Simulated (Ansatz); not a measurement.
# Changed inputs in constrained RPA: BaReO3 (cubic perovskite) (Pm-3m)

Aim: hold the target of a cRPA run on BaReO3 (cubic perovskite) (Pm-3m) and move one thing at a time.

Program: Ansatz 0.2.0. Level of theory: constrained RPA on LDA, plane waves, PAW. Results are calculated unless marked as measured.

The structure was built from a prototype and need not be the compound's stable phase.

## (1) The structure

The structure is cubic, space group Pm-3m (No. 221). The conventional cell has a = 3.960 Å, b = 3.960 Å, c = 3.960 Å, α = 90.00°, β = 90.00°, γ = 90.00°. Nearest to Ba lie 12 O at 2.80 Å. Nearest to Re lie 6 O at 1.98 Å. O has 2 Re at 1.98 Å and 4 Ba at 2.80 Å nearest. Farther neighbours and most contacts between anions are not listed.

Structure file:

```cif
data_structure
_symmetry_space_group_name_H-M 'Pm-3m'
_symmetry_Int_Tables_number 221
_cell_length_a 3.9603
_cell_length_b 3.9603
_cell_length_c 3.9603
_cell_angle_alpha 90.000
_cell_angle_beta 90.000
_cell_angle_gamma 90.000
_cell_volume 62.11
loop_
_atom_site_label
_atom_site_type_symbol
_atom_site_symmetry_multiplicity
_atom_site_Wyckoff_symbol
_atom_site_fract_x
_atom_site_fract_y
_atom_site_fract_z
_atom_site_occupancy
Ba1 Ba 1 a 0.00000 0.00000 0.00000 1
Re1 Re 1 b 0.50000 0.50000 0.50000 1
O1 O 3 c 0.00000 0.50000 0.50000 1
```

The structure was relaxed with LDA. The structure type comes from a generator and need not be one that this composition takes. The structure was generated from a model, not taken from a measurement. The runs that relaxed it are not among those shown. The program's search for lower electronic states was switched off, so nothing shows that the state found is the lowest. Spin-orbit coupling is left out unless a step names it. The default PAW set here is soft_2. Its files were made with PBE.

## (2) Base: Re t2g, bands v2 to c1, 4×4×4 mesh, medium accuracy

Constrained RPA screens the interaction with every transition except those inside the target bands, which a later many-body model would treat itself.

File input.yaml:

```yaml
crystal:
  lattice:
    - [0.0, -3.96025645, 0.0]
    - [0.0, 0.0, 3.96025645]
    - [-3.96025645, 0.0, 0.0]
  atoms:
    - { symbol: Ba, position: [0.0, 0.0, 0.0] }
    - { symbol: Re, position: [0.5, 0.5, 0.5] }
    - { symbol: O, position: [0.5, 0.5, 0.0] }
    - { symbol: O, position: [0.5, 0.0, 0.5] }
    - { symbol: O, position: [0.0, 0.5, 0.5] }
kpoints:
  mp_grid: { grid: [6, 6, 6] }
hamiltonian:
  xc: lda
scf:
  occupations: { method: gaussian, width: 0.08 }
  n_extra_bands: 19
  max_iter: 150
  lower_state_search: "off"
output:
  crpa:
    kmesh: [4, 4, 4]
    target_bands: [v2, c1]
    projections: [{ species: Re, l: d, shell: 5, orbitals: [dxz, dyz, dxy] }]
  local_orbitals:
    kmesh: [8, 8, 8]
    orbitals: [{ species: Re, l: d, shell: 5, orbitals: [dxz, dyz, dxy] }]
    window: { bands: [v2, c1] }
    seedname: lo
```

Launch:

```bash
ansatz run input.yaml --threads 4 --pin off --max-ram 9216MiB --backend cpu --events-out ev --progress --plain --runs-dir out
```

Numbers of over 12 decimals in the logs are rounded to 6 here.

The log of the run:

```text
scf.n_extra_bands = 19 over 22 filled bands (N_el = 43.0): the run solves 41 bands
Engine: ansatz 0.2.0, aarch64-unknown-linux-gnu
Pseudopotentials: kind: paw
Pseudopotential: Ba, paw, valence charge 10, recommended cutoff 420 eV (normal), Ba.paw.azcp
Pseudopotential: Re, paw, valence charge 15, recommended cutoff 420 eV (normal), Re.paw.azcp
Pseudopotential: O, paw, valence charge 6, recommended cutoff 420 eV (normal), O.paw.azcp
Functional definition: SPW92
  exchange = slater_x
  correlation = pw_c
Crystal: 5 atoms, lattice volume = 62.111 Å³
Basis set: ecut = 420 eV, 1213 PW (Γ)
Bands: 41, of which v1, the nominal top of the filled ones, is band 22 counted from 1 (21 counted from 0)
Symmetry: 48 space group operations
Space group: Pm-3m (ITA 221), of the structure as read, at distance tolerance 4.0e-5 Å
k-points: 20 of 216
Non-local potential: Ba, projectors of the file, l = 0: 3, l = 1: 2, l = 2: 2, l = 3: 2
Non-local potential: Re, projectors of the file, l = 0: 3, l = 1: 2, l = 2: 2, l = 3: 1
Non-local potential: O, projectors of the file, l = 0: 2, l = 1: 2, l = 2: 1
PAW form: soft (Blöchl's): semilocal exchange-correlation on the pseudo side does not see the compensation charge
PAW frozen core: Ba, regenerated for the run's functional, and the local potential with it (the file was generated under x = pbe(κ = 0.804, μ = 0.219515), c = pbe(β = 0.066725))
PAW frozen core: Re, regenerated for the run's functional, and the local potential with it (the file was generated under x = pbe(κ = 0.804, μ = 0.219515), c = pbe(β = 0.066725))
PAW frozen core: O, regenerated for the run's functional, and the local potential with it (the file was generated under x = pbe(κ = 0.804, μ = 0.219515), c = pbe(β = 0.066725))
PAW one-centre angular grid: Ba, 194 points (default); XC on 64 Gauss nodes
PAW one-centre angular grid: Re, 590 points (default); XC on 64 Gauss nodes
PAW one-centre angular grid: O, 110 points (default); XC on 64 Gauss nodes
Initial density: superposition of atomic densities (neutral atoms: chi_scale 0, normalization atom), corrected by the library's trained network
Initial wavefunctions: pseudopotential atomic-orbital guess
Functional: x = slater, c = lda
SCF iter   1: F=—  HF=-18056.424966 eV  |F-HF|=—  |Δ(HF+E_count)|=         —  Δρ=1.71e-2  dr2=1.66e-1  ethr=1.77e-3  ⟨swp⟩=6.2  Hψ=3961  notcnv=0  defer=189
preconditioner: auto → Resta (q_TF=auto, 2.566 Å⁻¹)  ε∞=3.6  [insulator: Δε(μ)=0.124 eV  Ē_g=17.455 eV  σ=0.080 eV  W_gap=0.67  n_scr=18 (ndim 8)  ℏωp=27.9 eV  f_vac=0.000  D(μ)=2.77/eV (n_scr^D=26)  ε∞_Penn≈3.6]
SCF iter   2: F=—  HF=-18056.391206 eV  |F-HF|=—  |Δ(HF+E_count)|=   3.38e-2  Δρ=7.71e-3  dr2=3.81e-2  ethr=3.85e-4  ⟨swp⟩=1.9  Hψ=1053  notcnv=0  defer=259
[...]
SCF iter   6: F=-18056.381756 eV  HF=-18056.381756 eV  |F-HF|=9.91e-9  |Δ(HF+E_count)|=   4.24e-7  Δρ=5.98e-6  dr2=2.82e-8  ethr=2.33e-10  ⟨swp⟩=10.3  Hψ=4564  notcnv=0
SCF 1 converged in 6 iterations: F = -18056.381756 eV  dr2 = 2.82e-8
[...]
NSCF: frozen V_eff on 38 k-points
NSCF: frozen V_eff on 10 k-points
[...]
cRPA screening: q 1/64
cRPA screening: q 2/64
cRPA screening: q 8/64 (q-point 3)
cRPA screening: q 11/64 (q-point 6)
cRPA screening: q 23/64 (q-point 7)
cRPA screening: q 35/64 (q-point 11)
cRPA screening: q 38/64 (q-point 22)
cRPA screening: q 46/64 (q-point 23)
cRPA screening: q 58/64 (q-point 27)
cRPA screening: q 64/64 (q-point 43)
SCF converged after 6 iterations
Free energy (F): -18056.381756 eV
Harris-Foulkes:  -18056.381756 eV  (|F-HF|=9.91e-9)
Internal energy: -18056.371668 eV  (E = F + TS)
E sigma→0 (E₀):  -18056.376712 eV
Entropy (-TS):   -0.010088 eV (-2.018 meV/atom)
Fermi energy:    15.558159 eV
--- Per-component energies (eV) ---
  E_band       = -122.429382
  E_kinetic    = 1239.643016
  E_local      = -2389.688082  (includes V_loc(G=0)·N_el)
  E_nonlocal   = 265.225961
  E_hartree    = 891.335859
  E_xc         = -787.403449
  E_vxc        = -723.062463  (∫ρ·V_xc dr)
  E_paw        = -13901.292905  (= ΣΔE_a)
  E_vpaw       = -297.231892  (= ΣTr[D̂ρ^β])
  E_aug_tail   = 0.007443  (compensation charges beyond the density's cutoff)
  E_ewald      = -3375.091867
  E_core_change = 0.892356  (= ΣΔE_core)
  E_smearing   = -0.010088  (= −TS)
  E_closure    = 0.000000  (closes the sum)
  Σ components = -18056.381756   (vs F -18056.381756, Δ=0.00e0)
--- Band table (eV; the first three rows and the last of 20) ---
  k-point 0: bands = [... 18 lower, 11.6925, 11.6925, 12.9063, 12.9063, 12.9063, 17.0577, 17.0577, 17.3260, ... 15 higher]
  k-point 1: bands = [... 18 lower, 11.4338, 11.4338, 12.9476, 13.8504, 13.8504, 17.0650, 17.8201, 17.8444, ... 15 higher]
  k-point 2: bands = [... 18 lower, 11.1512, 11.1512, 13.0333, 15.2590, 15.2590, 17.0713, 18.8641, 19.0083, ... 15 higher]
  k-point 19: bands = [... 18 lower, 11.9643, 11.9643, 17.1869, 17.1869, 17.1869, 19.0099, 19.0099, 19.0099, ... 15 higher]
--- cRPA (band scheme, projected local orbitals): target bands 21..23 (1-based), 3 Wannier function(s), 4×4×4 mesh, 46 bands' worth read of 51 solved, ecut_chi 136.0 eV, v(q+G=0) probe_charge, pair densities all_electron ---
  bands read: the sum over 46 bands ends inside a degenerate multiplet in 7 slots, whose members it reads at an even weight; the widest, k=42: bands 46 to 48 (counted from 1) at 1/3 each
  χ-basis size per q: N_G = 208..251
  window electrons = 3.0000, filled by tetrahedron_uncorrected; constrained ε̄⁻¹(q = 0, 0) head = 0.180153; min gauge Gram eig = 0.6088
  Kanamori averages over each shell's own Wannier functions (sites counted from 0, functions from 1):
    Site 1, 5D, 3 of 5 d orbitals (Wannier functions 1, 2, 3; wannier90's mr 2, 3, 5):
      screened: U = 2.7343 eV, U' = 2.1658 eV, J = 0.2626 eV
      screened, to within: U = 4.4e-3 eV, U' = 4.4e-3 eV, J = 4.6e-4 eV
      bare: V = 10.8704 eV, V' = 9.9976 eV, J = 0.3714 eV
  Hermiticity witness max|P − P†| over intra, direct and exchange elements: 1.07e-14 eV (screened), 7.47e-20 eV (bare)
  Reality witness max|Im| over intra, direct and exchange elements: 1.60e-19 eV (screened), 1.53e-19 eV (bare)
```

It took 26 s on 4 threads of Arm Neoverse V2, shared host; peak memory 0.59 GiB; 94 s of CPU time.

The column dr2 measures how far the density is from self-consistency, as an energy; F and HF (Harris–Foulkes) agree once it is small.

This step gave:

| Quantity | Value |
| --- | --- |
| U | 2.734 eV |
| U prime (inter-orbital) | 2.166 eV |
| J | 0.2626 eV |
| bare V | 10.87 eV |
| bare J | 0.3714 eV |
| stated bound on U | 0.004302 eV |
| U over bare V | 0.2515 |
| electrons in the window | 3.000 |
| head of the constrained inverse dielectric matrix | 0.1802 |
| least eigenvalue of the projection's overlap | 0.6088 |
| target functions | 3 |
| bands in the sums | 46 |
| r.m.s. miss of the model bands | 0.002411 eV |
| width of the target bands | 4.281 eV |
| weight of the projected orbitals in the window | 0.7029 |

On the Re t2g shell, screening brings the on-site interaction from 10.9 eV down to U = 2.73 eV.

## (3) Changed: 6×6×6 mesh

input.yaml, the sections that differ from step 2:

```yaml
output:
  crpa:
    kmesh: [6, 6, 6]
    target_bands: [v2, c1]
    projections: [{ species: Re, l: d, shell: 5, orbitals: [dxz, dyz, dxy] }]
# crystal, kpoints, hamiltonian, scf: as in step 2
```

The log of the run:

```text
[...]
Crystal: 5 atoms, lattice volume = 62.111 Å³
Basis set: ecut = 420 eV, 1213 PW (Γ)
Bands: 41, of which v1, the nominal top of the filled ones, is band 22 counted from 1 (21 counted from 0)
Symmetry: 48 space group operations
[...]
k-points: 20 of 216
[...]
SCF iter   1: F=—  HF=-18056.424966 eV  |F-HF|=—  |Δ(HF+E_count)|=         —  Δρ=1.71e-2  dr2=1.66e-1  ethr=1.77e-3  ⟨swp⟩=6.2  Hψ=3961  notcnv=0  defer=189
[...]
SCF iter   6: F=-18056.381756 eV  HF=-18056.381756 eV  |F-HF|=9.91e-9  |Δ(HF+E_count)|=   4.24e-7  Δρ=5.98e-6  dr2=2.82e-8  ethr=2.33e-10  ⟨swp⟩=10.3  Hψ=4564  notcnv=0
SCF 1 converged in 6 iterations: F = -18056.381756 eV  dr2 = 2.82e-8
[...]
NSCF: frozen V_eff on 20 k-points
[...]
cRPA screening: q 1/216
cRPA screening: q 2/216
cRPA screening: q 8/216 (q-point 3)
cRPA screening: q 14/216 (q-point 4)
cRPA screening: q 17/216 (q-point 8)
[...]
Free energy (F): -18056.381756 eV
[...]
Internal energy: -18056.371668 eV  (E = F + TS)
E sigma→0 (E₀):  -18056.376712 eV
Entropy (-TS):   -0.010088 eV (-2.018 meV/atom)
Fermi energy:    15.558159 eV
[...]
--- Band table (eV; the first three rows and the last of 20) ---
  k-point 0: bands = [... 18 lower, 11.6925, 11.6925, 12.9063, 12.9063, 12.9063, 17.0577, 17.0577, 17.3260, ... 15 higher]
  k-point 1: bands = [... 18 lower, 11.4338, 11.4338, 12.9476, 13.8504, 13.8504, 17.0650, 17.8201, 17.8444, ... 15 higher]
  k-point 2: bands = [... 18 lower, 11.1512, 11.1512, 13.0333, 15.2590, 15.2590, 17.0713, 18.8641, 19.0083, ... 15 higher]
  k-point 19: bands = [... 18 lower, 11.9643, 11.9643, 17.1869, 17.1869, 17.1869, 19.0099, 19.0099, 19.0099, ... 15 higher]
[...]
χ-basis size per q: N_G = 208..251
[...]
Site 1, 5D, 3 of 5 d orbitals (Wannier functions 1, 2, 3; wannier90's mr 2, 3, 5):
      screened: U = 2.7346 eV, U' = 2.1703 eV, J = 0.2606 eV
      screened, to within: U = 4.5e-3 eV, U' = 4.5e-3 eV, J = 4.6e-4 eV
      bare: V = 10.7821 eV, V' = 9.9145 eV, J = 0.3684 eV
[...]
[key lines of the parts left out:]
SCF converged after 6 iterations
```

Elapsed: 2.2 min, on 4 threads; peak memory 0.78 GiB; 8.3 min of CPU time.

This step gave:

| Property | Result |
| --- | --- |
| U | 2.735 eV |
| U prime (inter-orbital) | 2.170 eV |
| J | 0.2606 eV |
| bare V | 10.78 eV |
| bare J | 0.3684 eV |
| stated bound on U | 0.004439 eV |
| U over bare V | 0.2536 |
| electrons in the window | 3.000 |
| head of the constrained inverse dielectric matrix | 0.1897 |
| least eigenvalue of the projection's overlap | 0.6055 |
| target functions | 3 |
| bands in the sums | 46 |
| width of the target bands | 4.281 eV |
| weight of the projected orbitals in the window | 0.7029 |

On the Re t2g shell, screening brings the on-site interaction from 10.8 eV down to U = 2.73 eV.

## (4) Changed: 2×2×2 mesh

Edit input.yaml of step 3 so:

```diff
@@ -22,3 +22,3 @@
   crpa:
-    kmesh: [6, 6, 6]
+    kmesh: [2, 2, 2]
     target_bands: [v2, c1]
```

The log of the run:

```text
[...]
Crystal: 5 atoms, lattice volume = 62.111 Å³
Basis set: ecut = 420 eV, 1213 PW (Γ)
Bands: 41, of which v1, the nominal top of the filled ones, is band 22 counted from 1 (21 counted from 0)
Symmetry: 48 space group operations
[...]
k-points: 20 of 216
[...]
k-point 19: bands = [... 18 lower, 11.9643, 11.9643, 17.1869, 17.1869, 17.1869, 19.0099, 19.0099, 19.0099, ... 15 higher]
[...]
χ-basis size per q: N_G = 208..251
[...]
Site 1, 5D, 3 of 5 d orbitals (Wannier functions 1, 2, 3; wannier90's mr 2, 3, 5):
      screened: U = 3.0413 eV, U' = 2.4064 eV, J = 0.2935 eV
      screened, to within: U = 4.4e-3 eV, U' = 4.4e-3 eV, J = 4.8e-4 eV
      bare: V = 11.8063 eV, V' = 10.8639 eV, J = 0.4131 eV
[...]
[key lines of the parts left out:]
SCF converged after 6 iterations
Free energy (F): -18056.381756 eV
Fermi energy:    15.558159 eV
```

Wall time 4.9 s (4 threads); peak memory 0.52 GiB; 17 s of CPU time.

Numbers from this step:

- U: 3.041 eV
- U prime (inter-orbital): 2.406 eV
- J: 0.2935 eV
- bare V: 11.81 eV
- bare J: 0.4131 eV
- stated bound on U: 0.004317 eV
- U over bare V: 0.2576
- electrons in the window: 3.000
- head of the constrained inverse dielectric matrix: 0.1547
- least eigenvalue of the projection's overlap: 0.6088
- target functions: 3
- bands in the sums: 46
- width of the target bands: 4.281 eV
- weight of the projected orbitals in the window: 0.7029

On the Re t2g shell, screening brings the on-site interaction from 11.8 eV down to U = 3.04 eV.

## (5) Changed: accuracy low

Edit input.yaml of step 4 so:

```diff
@@ -22,4 +22,5 @@
   crpa:
-    kmesh: [2, 2, 2]
+    kmesh: [4, 4, 4]
     target_bands: [v2, c1]
     projections: [{ species: Re, l: d, shell: 5, orbitals: [dxz, dyz, dxy] }]
+    accuracy: low
```

The log of the run:

```text
[...]
Crystal: 5 atoms, lattice volume = 62.111 Å³
Basis set: ecut = 420 eV, 1213 PW (Γ)
Bands: 41, of which v1, the nominal top of the filled ones, is band 22 counted from 1 (21 counted from 0)
Symmetry: 48 space group operations
[...]
k-points: 20 of 216
[...]
k-point 19: bands = [... 18 lower, 11.9643, 11.9643, 17.1869, 17.1869, 17.1869, 19.0099, 19.0099, 19.0099, ... 15 higher]
[...]
χ-basis size per q: N_G = 208..251
[...]
Site 1, 5D, 3 of 5 d orbitals (Wannier functions 1, 2, 3; wannier90's mr 2, 3, 5):
      screened: U = 2.7057 eV, U' = 2.1435 eV, J = 0.2605 eV
      screened, to within: U = 8.6e-2 eV, U' = 8.6e-2 eV, J = 8.4e-3 eV
      bare: V = 10.8704 eV, V' = 9.9976 eV, J = 0.3714 eV
[...]
[key lines of the parts left out:]
SCF converged after 6 iterations
Free energy (F): -18056.381756 eV
Fermi energy:    15.558159 eV
```

The job ended after 12 s (4 threads; peak memory 0.52 GiB).

This step gave:

* U: 2.706 eV
* U prime (inter-orbital): 2.143 eV
* J: 0.2605 eV
* bare V: 10.87 eV
* bare J: 0.3714 eV
* stated bound on U: 0.08530 eV
* U over bare V: 0.2489
* electrons in the window: 3.000
* head of the constrained inverse dielectric matrix: 0.1801
* least eigenvalue of the projection's overlap: 0.6088
* target functions: 3
* bands in the sums: 46
* width of the target bands: 4.281 eV
* weight of the projected orbitals in the window: 0.7029

On the Re t2g shell, screening brings the on-site interaction from 10.9 eV down to U = 2.71 eV.

## (6) Changed: sums over states on smooth products

Edit input.yaml of step 5 so:

```diff
@@ -25,2 +25,5 @@
     projections: [{ species: Re, l: d, shell: 5, orbitals: [dxz, dyz, dxy] }]
-    accuracy: low
+    accuracy: sum_over_states
+    pair_densities: pseudo
+    n_empty_bands: 44
+    ecut_chi: 136
```

The log of the run:

```text
[...]
Crystal: 5 atoms, lattice volume = 62.111 Å³
Basis set: ecut = 420 eV, 1213 PW (Γ)
Bands: 41, of which v1, the nominal top of the filled ones, is band 22 counted from 1 (21 counted from 0)
Symmetry: 48 space group operations
[...]
k-points: 20 of 216
[...]
χ-basis size per q: N_G = 208..251
[...]
U and J over all bands: no bound (output.crpa.accuracy: sum_over_states); those below are of the sums over the bands read on the sphere of ecut_chi alone
[...]
Site 1, 5D, 3 of 5 d orbitals (Wannier functions 1, 2, 3; wannier90's mr 2, 3, 5):
      screened: U = 2.8457 eV, U' = 2.1832 eV, J = 0.3026 eV
      bare: V = 10.8704 eV, V' = 9.9976 eV, J = 0.3714 eV
[...]
[key lines of the parts left out:]
SCF converged after 6 iterations
Free energy (F): -18056.381756 eV
Fermi energy:    15.558159 eV
```

It took 4.1 s on 4 threads; peak memory 0.42 GiB.

This variant gives U = 2.85 eV against 2.73 eV. It is a finite sum over empty states with no bound on its error and stays out of the table below.

(Part 1 of 2 ends here.)

[Paths, hosts, dates, memory and timing lines, banners, echoed tables and standing remarks are left out of the program output.]

[Logs are printed without paths, hosts, clocks, repeated set-up lines and the standing remarks that a program may print on its own settings, such as how far it seeks lower states.]

[Runs of the session that timed out or met a known fault of the program may be left out.]

[Hosts, paths, dates, database ids (printed as entryN), source tags and the programs' standing remarks are cut or masked in the printed files.]
